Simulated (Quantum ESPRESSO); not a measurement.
# Ni(111) under a row of overlayers, part 8 of 17

Wanted: work-function changes of Ni(111) along a row of adsorbates.

Quantum ESPRESSO 7.5; plane-wave DFT, PBE, GBRV ultrasoft pseudopotentials.

So far. Step 9 (SCF with pw.x, F overlayer): Inside the slab this potential holds the local part of the pseudopotentials, which can be repulsive at the nuclei; only its value in the vacuum has a meaning of its own. Step 10 (Projections on atomic orbitals, F overlayer): The atomic orbitals miss 0.2 % of the occupied states; for empty states the projections can miss much more.

### Step 11. Relaxation with pw.x, Cl overlayer

System of this step: Ni(111), 5 layers, one monolayer of Cl on top sites. The cell holds 6 atoms: 5 Ni and 1 Cl. Its edges and angles: a = 2.489 Å, b = 2.489 Å, c = 27.129 Å, α = 90.0°, β = 90.0°, γ = 60.0°. It derives from Ni. Vacuum lies along c.

File Cl.relax.in:

```
&control
  prefix = 'Cl.relax'
  outdir = './out'
  pseudo_dir = './pseudo'
  nstep = 40
  forc_conv_thr = 0.001
  calculation = 'relax'
/
&system
  ibrav = 0
  nat = 6
  ntyp = 2
  ecutwfc = 40
  ecutrho = 200
  occupations = 'smearing'
  smearing = 'mv'
  degauss = 0.02
  nspin = 2
  starting_magnetization(1) = 0.12
/
&electrons
  conv_thr = 1e-07
  mixing_beta = 0.4
  electron_maxstep = 120
  mixing_mode = 'local-TF'
/
&ions
/
ATOMIC_SPECIES
  Ni  58.6934  ni_pbe_v1.4.uspp.F.UPF
  Cl  35.4500  cl_pbe_v1.4.uspp.F.UPF
CELL_PARAMETERS angstrom
  2.48901586977665 0.00000000000000 0.00000000000000
  1.24450793488832 2.15555097364920 0.00000000000000
  0.00000000000000 0.00000000000000 27.12909179018993
ATOMIC_POSITIONS crystal
  Ni  0.666666666700 0.666666666700 0.305944631844 0 0 0
  Ni  0.000000000000 0.000000000000 0.380855836511 0 0 0
  Ni  0.333333333300 0.333333333300 0.455767041179 0 0 0
  Ni  0.666666666700 0.666666666700 0.530678245847
  Ni  0.000000000000 0.000000000000 0.605589450515
  Cl  0.000000000000 0.000000000000 0.688894856294
K_POINTS automatic
  12 12 1 0 0 0
```

On the command line:

```bash
> OMP_NUM_THREADS=1 mpirun -n 8 pw.x -nk 8 -in Cl.relax.in > Cl.relax.out
```

Log:

```text
[banner, memory and clock lines left out]
Program PWSCF v.7.5 starts
[...]
Message from routine setup:
[...]
number of electrons       =        97.00
     number of Kohn-Sham states=           59
     kinetic-energy cutoff     =      40.0000  Ry
     charge density cutoff     =     200.0000  Ry
[...]
number of k points=    19  Marzari-Vanderbilt smearing, width (Ry)=  0.0200
[...]
Dense  grid:    46995 G-vectors     FFT dimensions: (  24,  24, 240)
[...]
negative rho (up, down):  9.115E-03 8.907E-03
     Starting wfcs are   69 randomized atomic wfcs
[...]
negative rho (up, down):  1.588E-01 1.571E-01
[...]
estimated scf accuracy    <    2916.68115691 Ry
     total magnetization       =     1.25 Bohr mag/cell
     absolute magnetization    =     1.44 Bohr mag/cell
[...]
negative rho (up, down):  2.092E-01 2.084E-01
[...]
estimated scf accuracy    <    1246.64604697 Ry
     total magnetization       =     0.62 Bohr mag/cell
     absolute magnetization    =     0.87 Bohr mag/cell
[...]
negative rho (up, down):  1.823E-01 1.823E-01
[...]
estimated scf accuracy    <     254.66378359 Ry
     total magnetization       =     0.16 Bohr mag/cell
     absolute magnetization    =     0.54 Bohr mag/cell
[...]
negative rho (up, down):  1.658E-01 1.664E-01
[...]
estimated scf accuracy    <     295.03727524 Ry
     total magnetization       =     0.42 Bohr mag/cell
     absolute magnetization    =     0.57 Bohr mag/cell
[...]
negative rho (up, down):  1.424E-01 1.424E-01
[...]
estimated scf accuracy    <    1678.19048390 Ry
     total magnetization       =    -2.76 Bohr mag/cell
     absolute magnetization    =     2.90 Bohr mag/cell
[...]
negative rho (up, down):  1.141E-01 1.141E-01
[...]
estimated scf accuracy    <     134.54850817 Ry
     total magnetization       =     0.33 Bohr mag/cell
     absolute magnetization    =     0.43 Bohr mag/cell
[...]
negative rho (up, down):  1.306E-01 1.307E-01
[...]
estimated scf accuracy    <      51.40529183 Ry
     total magnetization       =     0.27 Bohr mag/cell
     absolute magnetization    =     0.59 Bohr mag/cell
[...]
negative rho (up, down):  1.096E-01 1.096E-01
[...]
estimated scf accuracy    <      63.52531397 Ry
     total magnetization       =    -0.07 Bohr mag/cell
     absolute magnetization    =     0.14 Bohr mag/cell
[...]
negative rho (up, down):  9.071E-02 9.072E-02
[...]
estimated scf accuracy    <      20.13391908 Ry
     total magnetization       =    -0.51 Bohr mag/cell
     absolute magnetization    =     0.58 Bohr mag/cell
[...]
negative rho (up, down):  8.777E-02 8.778E-02
[...]
estimated scf accuracy    <      16.70029064 Ry
     total magnetization       =    -0.38 Bohr mag/cell
     absolute magnetization    =     0.62 Bohr mag/cell
[...]
negative rho (up, down):  5.595E-02 5.596E-02
[...]
estimated scf accuracy    <      25.12718358 Ry
     total magnetization       =    -0.20 Bohr mag/cell
     absolute magnetization    =     0.52 Bohr mag/cell
[...]
negative rho (up, down):  5.116E-02 5.116E-02
[...]
estimated scf accuracy    <      67.32298335 Ry
     total magnetization       =     0.47 Bohr mag/cell
     absolute magnetization    =     0.60 Bohr mag/cell
[...]
negative rho (up, down):  3.896E-02 3.896E-02
[...]
estimated scf accuracy    <      17.41230384 Ry
     total magnetization       =    -0.89 Bohr mag/cell
     absolute magnetization    =     0.98 Bohr mag/cell
[...]
negative rho (up, down):  4.250E-02 4.249E-02
[...]
estimated scf accuracy    <       4.45353987 Ry
     total magnetization       =    -0.71 Bohr mag/cell
     absolute magnetization    =     0.81 Bohr mag/cell
[...]
negative rho (up, down):  3.007E-02 3.005E-02
[...]
estimated scf accuracy    <       8.36731119 Ry
     total magnetization       =    -0.31 Bohr mag/cell
     absolute magnetization    =     0.71 Bohr mag/cell
[...]
negative rho (up, down):  2.622E-02 2.618E-02
[...]
estimated scf accuracy    <      53.87805691 Ry
     total magnetization       =    -0.58 Bohr mag/cell
     absolute magnetization    =     0.69 Bohr mag/cell
[...]
negative rho (up, down):  2.397E-02 2.391E-02
[...]
estimated scf accuracy    <      29.10306073 Ry
     total magnetization       =    -0.71 Bohr mag/cell
     absolute magnetization    =     0.81 Bohr mag/cell
[...]
negative rho (up, down):  3.621E-02 3.617E-02
[...]
estimated scf accuracy    <       9.81912851 Ry
     total magnetization       =    -1.23 Bohr mag/cell
     absolute magnetization    =     1.33 Bohr mag/cell
[...]
negative rho (up, down):  4.268E-02 4.291E-02
[...]
estimated scf accuracy    <       3.50002775 Ry
     total magnetization       =    -0.91 Bohr mag/cell
     absolute magnetization    =     1.25 Bohr mag/cell
[...]
negative rho (up, down):  3.632E-02 3.655E-02
[...]
estimated scf accuracy    <      16.29266673 Ry
     total magnetization       =    -1.74 Bohr mag/cell
     absolute magnetization    =     1.87 Bohr mag/cell
[...]
negative rho (up, down):  4.798E-02 4.831E-02
[...]
estimated scf accuracy    <      14.41420707 Ry
     total magnetization       =    -0.62 Bohr mag/cell
     absolute magnetization    =     1.01 Bohr mag/cell
[...]
negative rho (up, down):  5.097E-02 5.132E-02
[...]
estimated scf accuracy    <      12.62821999 Ry
     total magnetization       =    -0.86 Bohr mag/cell
     absolute magnetization    =     1.13 Bohr mag/cell
[...]
negative rho (up, down):  5.566E-02 5.602E-02
[...]
estimated scf accuracy    <       3.17995649 Ry
     total magnetization       =    -1.71 Bohr mag/cell
     absolute magnetization    =     1.96 Bohr mag/cell
[...]
negative rho (up, down):  6.041E-02 6.086E-02
[...]
estimated scf accuracy    <       3.09216318 Ry
     total magnetization       =    -1.71 Bohr mag/cell
     absolute magnetization    =     1.96 Bohr mag/cell
[...]
negative rho (up, down):  4.007E-02 4.042E-02
[...]
estimated scf accuracy    <       0.96778231 Ry
     total magnetization       =    -2.36 Bohr mag/cell
     absolute magnetization    =     2.65 Bohr mag/cell
[...]
negative rho (up, down):  3.780E-02 3.802E-02
[...]
estimated scf accuracy    <       0.08851772 Ry
     total magnetization       =    -3.13 Bohr mag/cell
     absolute magnetization    =     3.53 Bohr mag/cell
[...]
negative rho (up, down):  2.021E-02 2.032E-02
[...]
negative rho (up, down):  7.471E-03 7.468E-03
[...]
estimated scf accuracy    <       0.00002411 Ry
     total magnetization       =    -3.70 Bohr mag/cell
     absolute magnetization    =     4.26 Bohr mag/cell
[...]
negative rho (up, down):  7.465E-03 7.462E-03
[...]
estimated scf accuracy    <       0.00002651 Ry
     total magnetization       =    -3.70 Bohr mag/cell
     absolute magnetization    =     4.26 Bohr mag/cell
[...]
negative rho (up, down):  7.467E-03 7.463E-03
[...]
estimated scf accuracy    <       0.00000395 Ry
     total magnetization       =    -3.70 Bohr mag/cell
     absolute magnetization    =     4.26 Bohr mag/cell
[...]
negative rho (up, down):  7.470E-03 7.465E-03
[...]
estimated scf accuracy    <       0.00000389 Ry
     total magnetization       =    -3.70 Bohr mag/cell
     absolute magnetization    =     4.26 Bohr mag/cell
[...]
negative rho (up, down):  7.490E-03 7.480E-03
[...]
estimated scf accuracy    <       0.00000227 Ry
     total magnetization       =    -3.70 Bohr mag/cell
     absolute magnetization    =     4.26 Bohr mag/cell
[...]
negative rho (up, down):  7.500E-03 7.489E-03
[...]
estimated scf accuracy    <       0.00000030 Ry
     total magnetization       =    -3.70 Bohr mag/cell
     absolute magnetization    =     4.26 Bohr mag/cell
[...]
negative rho (up, down):  7.504E-03 7.493E-03
[...]
estimated scf accuracy    <       0.00000022 Ry
     total magnetization       =    -3.70 Bohr mag/cell
     absolute magnetization    =     4.26 Bohr mag/cell
[...]
negative rho (up, down):  7.517E-03 7.505E-03
[...]
estimated scf accuracy    <       0.00000029 Ry
     total magnetization       =    -3.70 Bohr mag/cell
     absolute magnetization    =     4.26 Bohr mag/cell
[...]
negative rho (up, down):  7.534E-03 7.521E-03
[...]
estimated scf accuracy    <       0.00000015 Ry
     total magnetization       =    -3.70 Bohr mag/cell
     absolute magnetization    =     4.26 Bohr mag/cell
[...]
negative rho (up, down):  7.545E-03 7.533E-03
[...]
the Fermi energy is     5.1877 ev
!    total energy              =   -1749.53057777 Ry
     estimated scf accuracy    <       0.00000007 Ry
     smearing contrib. (-TS)   =      -0.00004043 Ry
     internal energy E=F+TS    =   -1749.53053734 Ry
[...]
one-electron contribution =  -19268.45276991 Ry
     hartree contribution      =    9653.73290598 Ry
     xc contribution           =    -187.29265414 Ry
     ewald contribution        =    8052.48198073 Ry
     total magnetization       =    -3.70 Bohr mag/cell
     absolute magnetization    =     4.26 Bohr mag/cell
     convergence has been achieved in  17 iterations
     negative rho (up, down):  7.545E-03 7.533E-03
[...]
Total force =     0.007053     Total SCF correction =     0.000995
[...]
negative rho (up, down):  7.433E-03 7.592E-03
[...]
negative rho (up, down):  7.407E-03 7.474E-03
[...]
estimated scf accuracy    <       0.09030462 Ry
     total magnetization       =    -3.66 Bohr mag/cell
     absolute magnetization    =     4.23 Bohr mag/cell
[...]
negative rho (up, down):  7.415E-03 7.471E-03
[...]
estimated scf accuracy    <       0.47769484 Ry
     total magnetization       =    -3.68 Bohr mag/cell
     absolute magnetization    =     4.25 Bohr mag/cell
[...]
negative rho (up, down):  7.429E-03 7.465E-03
[...]
estimated scf accuracy    <       0.00818191 Ry
     total magnetization       =    -3.70 Bohr mag/cell
     absolute magnetization    =     4.26 Bohr mag/cell
[...]
negative rho (up, down):  7.443E-03 7.463E-03
[...]
estimated scf accuracy    <       0.00752687 Ry
     total magnetization       =    -3.69 Bohr mag/cell
     absolute magnetization    =     4.26 Bohr mag/cell
[...]
negative rho (up, down):  7.451E-03 7.457E-03
[...]
estimated scf accuracy    <       0.00454293 Ry
     total magnetization       =    -3.69 Bohr mag/cell
     absolute magnetization    =     4.26 Bohr mag/cell
[...]
negative rho (up, down):  7.454E-03 7.456E-03
[...]
estimated scf accuracy    <       0.00023591 Ry
     total magnetization       =    -3.70 Bohr mag/cell
     absolute magnetization    =     4.26 Bohr mag/cell
[...]
negative rho (up, down):  7.452E-03 7.452E-03
[...]
estimated scf accuracy    <       0.00013180 Ry
     total magnetization       =    -3.70 Bohr mag/cell
     absolute magnetization    =     4.26 Bohr mag/cell
[...]
negative rho (up, down):  7.449E-03 7.450E-03
[...]
estimated scf accuracy    <       0.00003846 Ry
     total magnetization       =    -3.70 Bohr mag/cell
     absolute magnetization    =     4.26 Bohr mag/cell
[...]
negative rho (up, down):  7.442E-03 7.442E-03
[...]
estimated scf accuracy    <       0.00003611 Ry
     total magnetization       =    -3.70 Bohr mag/cell
     absolute magnetization    =     4.26 Bohr mag/cell
[...]
negative rho (up, down):  7.441E-03 7.440E-03
[...]
estimated scf accuracy    <       0.00002024 Ry
     total magnetization       =    -3.70 Bohr mag/cell
     absolute magnetization    =     4.26 Bohr mag/cell
[...]
negative rho (up, down):  7.444E-03 7.442E-03
[...]
estimated scf accuracy    <       0.00000589 Ry
     total magnetization       =    -3.70 Bohr mag/cell
     absolute magnetization    =     4.26 Bohr mag/cell
[...]
negative rho (up, down):  7.465E-03 7.458E-03
[...]
estimated scf accuracy    <       0.00000308 Ry
     total magnetization       =    -3.70 Bohr mag/cell
     absolute magnetization    =     4.27 Bohr mag/cell
[...]
negative rho (up, down):  7.478E-03 7.468E-03
[...]
estimated scf accuracy    <       0.00000075 Ry
     total magnetization       =    -3.70 Bohr mag/cell
     absolute magnetization    =     4.27 Bohr mag/cell
[...]
negative rho (up, down):  7.481E-03 7.471E-03
[...]
estimated scf accuracy    <       0.00000055 Ry
     total magnetization       =    -3.70 Bohr mag/cell
     absolute magnetization    =     4.27 Bohr mag/cell
[...]
negative rho (up, down):  7.497E-03 7.486E-03
[...]
estimated scf accuracy    <       0.00000023 Ry
     total magnetization       =    -3.70 Bohr mag/cell
     absolute magnetization    =     4.27 Bohr mag/cell
[...]
negative rho (up, down):  7.513E-03 7.502E-03
[...]
estimated scf accuracy    <       0.00000026 Ry
     total magnetization       =    -3.70 Bohr mag/cell
     absolute magnetization    =     4.27 Bohr mag/cell
[...]
negative rho (up, down):  7.520E-03 7.508E-03
[...]
estimated scf accuracy    <       0.00000009 Ry
     total magnetization       =    -3.70 Bohr mag/cell
     absolute magnetization    =     4.27 Bohr mag/cell
[...]
negative rho (up, down):  7.526E-03 7.515E-03
[...]
estimated scf accuracy    <       0.00000003 Ry
     total magnetization       =    -3.70 Bohr mag/cell
     absolute magnetization    =     4.27 Bohr mag/cell
[...]
negative rho (up, down):  7.528E-03 7.517E-03
[...]
estimated scf accuracy    <       0.00000005 Ry
     total magnetization       =    -3.70 Bohr mag/cell
     absolute magnetization    =     4.27 Bohr mag/cell
[...]
negative rho (up, down):  7.528E-03 7.518E-03
[...]
estimated scf accuracy    <          6.0E-09 Ry
     total magnetization       =    -3.70 Bohr mag/cell
     absolute magnetization    =     4.27 Bohr mag/cell
[...]
negative rho (up, down):  7.529E-03 7.519E-03
[...]
estimated scf accuracy    <       0.00000002 Ry
     total magnetization       =    -3.70 Bohr mag/cell
     absolute magnetization    =     4.27 Bohr mag/cell
[...]
negative rho (up, down):  7.529E-03 7.519E-03
[...]
estimated scf accuracy    <          5.1E-09 Ry
     total magnetization       =    -3.70 Bohr mag/cell
     absolute magnetization    =     4.27 Bohr mag/cell
[...]
negative rho (up, down):  7.528E-03 7.518E-03
[...]
```

The job ended after 4 min (8 MPI ranks of AMD EPYC 7R43, shared host; peak memory 1.1 GiB; 32 min of CPU time).

Relaxation path:

| step | energy less that of the first step (eV) | largest force (eV/Å) |
| --- | --- | --- |
| 1 | 0.0000 | 0.1917 |
| 2 | -0.0011 | 0.1449 |
| 3 | -0.0018 | 0.0883 |
| 4 | -0.0021 | 0.0194 |

The atoms that moved most (Å):

```csv
atom,dx,dy,dz,length
Ni5,0.000,0.000,-0.014,0.014
Ni4,0.000,0.000,0.009,0.009
```

The relaxed structure:

```cif
data_structure
_symmetry_space_group_name_H-M 'P 1'
_symmetry_Int_Tables_number 1
_cell_length_a 2.4890
_cell_length_b 2.4890
_cell_length_c 27.1291
_cell_angle_alpha 90.000
_cell_angle_beta 90.000
_cell_angle_gamma 60.000
_cell_volume 145.55
loop_
_atom_site_label
_atom_site_type_symbol
_atom_site_fract_x
_atom_site_fract_y
_atom_site_fract_z
_atom_site_occupancy
Ni1 Ni 0.66667 0.66667 0.30594 1
Ni2 Ni 0.00000 0.00000 0.38086 1
Ni3 Ni 0.33333 0.33333 0.45577 1
Ni4 Ni 0.66667 0.66667 0.53101 1
Ni5 Ni 0.00000 0.00000 0.60508 1
Cl6 Cl 0.00000 0.00000 0.68903 1
```

 On the free atoms the largest force ends at 0.019 eV/Å.

Read from the output:

| Quantity | Value |
| --- | --- |
| free energy | -23803.5772 eV |
| Fermi energy | 5.184 eV |
| magnetization | -3.7 μB |
| absolute magnetization | 4.27 μB |
| site moments | -0.7798, -0.7798, -0.7332, -0.7677, -0.8274, -0.0622 μB |

[end of part 8 of 17]

[Logs are printed without paths, hosts, clocks, repeated set-up lines and the standing remarks that a program may print on its own settings, such as how far it seeks lower states.]

[Hosts, paths, dates, database ids (printed as entryN), source tags and the programs' standing remarks are cut or masked in the printed files.]

[Maps of the electrostatic potential energy from Ansatz leave out the sawtooth potential of an applied field or a dipole correction, so their vacuum need not be flat; planar profiles and work functions include it.]
